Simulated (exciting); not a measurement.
# Core excitons at the O K edge of RbLuO2, part 3 of 3

How far do the exchange and direct terms reshape the O K edge of RbLuO2?

exciting sodium; X-ray absorption, core-level Bethe-Salpeter equation, exchange and statically screened direct term, Tamm-Dancoff, all-electron LAPW+lo LDA.

So far. Step 6 (Exchange alone): Maxima (height): 3.2 eV (0.54), 8.6 eV (0.76), 14.5 eV (0.27) and 18.5 eV (0.25). The spectrum differs from the independent-particle run by 3 % r.m.s. Step 7 (Another input): Wall time by task: scrgeneigvec 89 s, scrwritepmat 3.2 s, screen 37 s, scrcoulint 9.5 min, bse 6.6 s.

### Step 8. Ground state with other settings

Level of this step: all-electron LAPW+lo DFT, LDA, ZORA valence, Dirac core, self-consistent field (exciting).

In this try the input is made faulty on purpose, to show what that does.

File input.xml:

```
<input>
  <title>RbLuO2</title>
  <structure speciespath="." autormt="false" epslat="1.0e-5">
    <crystal>
      <basevect>3.2125344113 1.8547576071 12.0627517599</basevect>
      <basevect>-3.2125344113 1.8547576071 12.0627517599</basevect>
      <basevect>0.0000000000 -3.7095152142 12.0627517599</basevect>
    </crystal>
    <species speciesfile="Lu.xml" rmt="2.240">
      <atom coord="0.5000000000 0.5000000000 0.5000000000"/>
    </species>
    <species speciesfile="Rb.xml" rmt="2.464">
      <atom coord="0.0000000000 0.0000000000 0.0000000000"/>
    </species>
    <species speciesfile="O.xml" rmt="1.866">
      <atom coord="0.7770000000 0.7770000000 0.7770000000"/>
      <atom coord="0.2230000000 0.2230000000 0.2230000000"/>
    </species>
  </structure>
  <groundstate do="fromscratch" xctype="LDA_PW" ngridk="4 4 4" rgkmax="7" gmaxvr="14" nempty="8" swidth="0.001" maxscl="3" epsengy="1e-5"/>
</input>
```

File SPECIES.xml, added lines:

```
<lo l="L">  <!-- L = 0, 1, 2, and 3 from Cs on -->
  <wf matchingOrder="0" trialEnergy="0.1500" searchE="false"/>
  <wf matchingOrder="1" trialEnergy="0.1500" searchE="false"/>
  <wf matchingOrder="0" trialEnergy="0.9000" searchE="false"/>
</lo>
```

Started as:

```
$ OMP_NUM_THREADS=1 mpirun -n 2 exciting
```

Numbers of over 12 decimals in the logs are rounded to 6 here.

Output:

```text
EXCITING SODIUM started
********************************************************************************
* Ground-state run starting from atomic densities                              *
********************************************************************************
+ Starting initialization                                                      +
[... lattice and species ...]
 Spin treatment                             :    spin-unpolarised
 Number of Bravais lattice symmetries       :      12
 Number of crystal symmetries               :      12
 k-point grid                               :       4    4    4
 Total number of k-points                   :      13
 k-point set is reduced with crystal symmetries
 R^MT_min * |G+k|_max (rgkmax)              :       7.00000000
 Species with R^MT_min                      :       3 (O)
 Maximum |G+k| for APW functions            :       3.75133976
 Maximum |G| for potential and density      :      14.00000000
 G-vector grid sizes                        :      60    60    60
 Total number of G-vectors                  :   19985
 Maximum angular momentum used for
     APW functions                          :       8
     computing H and O matrix elements      :       8
     potential and density                  :       8
     inner part of muffin-tin               :       2
 Total nuclear charge                       :    -124.00000000
 Total electronic charge                    :     124.00000000
 Total core charge                          :      78.00000000
 Total valence charge                       :      46.00000000
 Number of empty states                     :       8
 Total number of valence states             :      32
 Maximum Hamiltonian size                   :     478
 Maximum number of plane-waves              :     399
 Total number of local-orbitals             :      79
 Exchange-correlation type                  :       3
     Perdew-Wang, Phys. Rev. B 45, 13244 (1992)
 Smearing scheme                            :    Gaussian
 Smearing width                             :       0.00100000
 Using multisecant Broyden potential mixing
+ Ending initialization                                                        +
********************************************************************************
* Groundstate module started                                                   *
********************************************************************************
 Output level for this task is set to normal
+ Self-consistent loop started                                                 +
 Density and potential initialised from atomic data
+ SCF iteration number :    1                                                  +
 Total energy                               :    -17688.75539893
 _______________________________________________________________
[...]
Coulomb energy                             :    -36745.87526899
 Exchange energy                            :      -395.36258335
 Correlation energy                         :       -11.81988249
 DOS at Fermi energy (states/Ha/cell)       :         0.00000000
 Electron charges :
     core                                   :        78.00000000
     core leakage                           :         0.00023982
     valence                                :        46.00000000
     interstitial                           :         4.66734998
     charge in muffin-tin spheres :
                  atom     1    Lu          :        68.15622754
                  atom     2    Rb          :        35.16540008
                  atom     3     O          :         8.00551120
                  atom     4     O          :         8.00551120
     total charge in muffin-tins            :       119.33265002
     total charge                           :       124.00000000
 Estimated fundamental gap                  :         0.15194650
        valence-band maximum at    1      0.0000  0.0000  0.0000
     conduction-band minimum at    7      0.5000  0.5000  0.0000
 RMS change in effective potential (target) :  0.703762E-01  ( 0.100000E-05)
 Absolute change in total energy   (target) :   15.1265      ( 0.100000E-04)
 Charge distance                   (target) :  0.157375E-01  ( 0.100000E-04)
+ Reached self-consistent loops maximum :    3                                 +
 Total energy                               :    -17703.09318446
 _______________________________________________________________
 Fermi energy                               :         0.24029925
 Kinetic energy                             :     19449.06989556
 Coulomb energy                             :    -36745.11084892
 Exchange energy                            :      -395.23761194
 Correlation energy                         :       -11.81461915
 DOS at Fermi energy (states/Ha/cell)       :         0.00000000
 Electron charges :
     core                                   :        78.00000000
     core leakage                           :         0.00023868
     valence                                :        46.00000000
     interstitial                           :         4.82646297
     charge in muffin-tin spheres :
                  atom     1    Lu          :        68.20566697
                  atom     2    Rb          :        35.20650971
                  atom     3     O          :         7.88068017
                  atom     4     O          :         7.88068017
     total charge in muffin-tins            :       119.17353703
     total charge                           :       124.00000000
 Estimated fundamental gap                  :         0.12657275
        valence-band maximum at    1      0.0000  0.0000  0.0000
     conduction-band minimum at    7      0.5000  0.5000  0.0000
+ Self-consistent loop stopped                                                 +
 STATE.OUT is written
********************************************************************************
* Groundstate module stopped                                                   *
********************************************************************************
 Total time spent (seconds)                 :        12.77
- CAUTION! Warnings have been written in file WARNING.OUT !                    -
| EXCITING SODIUM stopped                                                      =
```

The job ended after 14 s (2 MPI ranks of Arm Neoverse V2, shared host).

No converged result was reached; the numbers in the log don't describe the system.

The fault put into the input: the self-consistent loop is cut at three steps.

### Step 9. The levels of theory side by side

| level | curve passes 0.15 (eV) | highest maximum (eV) | its height |
| --- | --- | --- | --- |
| IP | 0.9 | 8.5 | 0.77 |
| RPA | 1.0 | 8.6 | 0.76 |
| singlet | -1.3 | 1.0 | 1.00 |

| E (eV) | IP | RPA | singlet |
| --- | --- | --- | --- |
| -4.0 | 0.01 | 0.01 | 0.03 |
| -3.0 | 0.01 | 0.01 | 0.04 |
| -2.0 | 0.02 | 0.02 | 0.08 |
| -1.0 | 0.03 | 0.03 | 0.26 |
| 0.0 | 0.06 | 0.05 | 0.72 |
| 1.0 | 0.16 | 0.15 | 0.99 |
| 2.0 | 0.26 | 0.25 | 0.55 |
| 3.0 | 0.55 | 0.52 | 0.49 |
| 4.0 | 0.48 | 0.47 | 0.40 |
| 5.0 | 0.46 | 0.45 | 0.54 |
| 6.0 | 0.28 | 0.28 | 0.72 |
| 7.0 | 0.40 | 0.39 | 0.44 |
| 8.0 | 0.68 | 0.66 | 0.32 |
| 9.0 | 0.65 | 0.66 | 0.27 |
| 10.0 | 0.50 | 0.51 | 0.19 |
| 11.0 | 0.40 | 0.41 | 0.13 |
| 12.0 | 0.21 | 0.22 | 0.19 |
| 13.0 | 0.24 | 0.24 | 0.20 |
| 14.0 | 0.25 | 0.25 | 0.19 |
| 15.0 | 0.24 | 0.25 | 0.14 |
| 16.0 | 0.20 | 0.21 | 0.18 |
| 17.0 | 0.21 | 0.21 | 0.17 |
| 18.0 | 0.22 | 0.22 | 0.15 |
| 19.0 | 0.21 | 0.22 | 0.14 |
| 20.0 | 0.18 | 0.18 | 0.12 |
| 21.0 | 0.16 | 0.16 | 0.15 |
| 22.0 | 0.17 | 0.17 | 0.17 |
| 23.0 | 0.19 | 0.19 | 0.22 |
| 24.0 | 0.24 | 0.24 | 0.24 |

### Step 10. Summary of results

| Quantity | Value |
| --- | --- |
| absorber and edge | O K, atom 3 |
| surroundings | 3 Lu at 2.24 Å (pyramidal, site symmetry 3m) |
| first bright state | -0.74 eV from the Kohn–Sham onset, on this mesh |
| highest maximum | 1.0 eV |
| cost of the BSE run | 20 min on 2 MPI ranks of Arm Neoverse V2, shared host; the last task ran on as many threads |

Is a core exciton bound? Yes on this mesh: the first bright state (over 5 % of the brightest) lies at -0.74 eV from the Kohn–Sham onset and at -0.97 eV from the lowest bare transition of its own mesh. Exchange alone changes the independent-particle spectrum by 3 % r.m.s. Binding energies aren't converged on 27 k points, and fine structure above the first lines is partly noise of the mesh. Exchange and the short-range direct term aren't converged in the kernel cutoff. The zero comes from the unshifted 4×4×4 ground-state mesh; it is exact only where the band minimum lies on that mesh. The Kohn–Sham onset, 503 eV, is no photon energy: the scale needs a rigid shift. No quasiparticle correction widens the gap or stretches the bands. Vibrations and energy-dependent lifetimes are left out. The structure is a published determination, not relaxed.

[Banner, clock and machine lines of the logs are left out without a mark of their own.]

[Logs are printed without paths, hosts, clocks, repeated set-up lines and the standing remarks that a program may print on its own settings, such as how far it seeks lower states.]

[Hosts, paths, dates, database ids (printed as entryN), source tags and the programs' standing remarks are cut or masked in the printed files.]
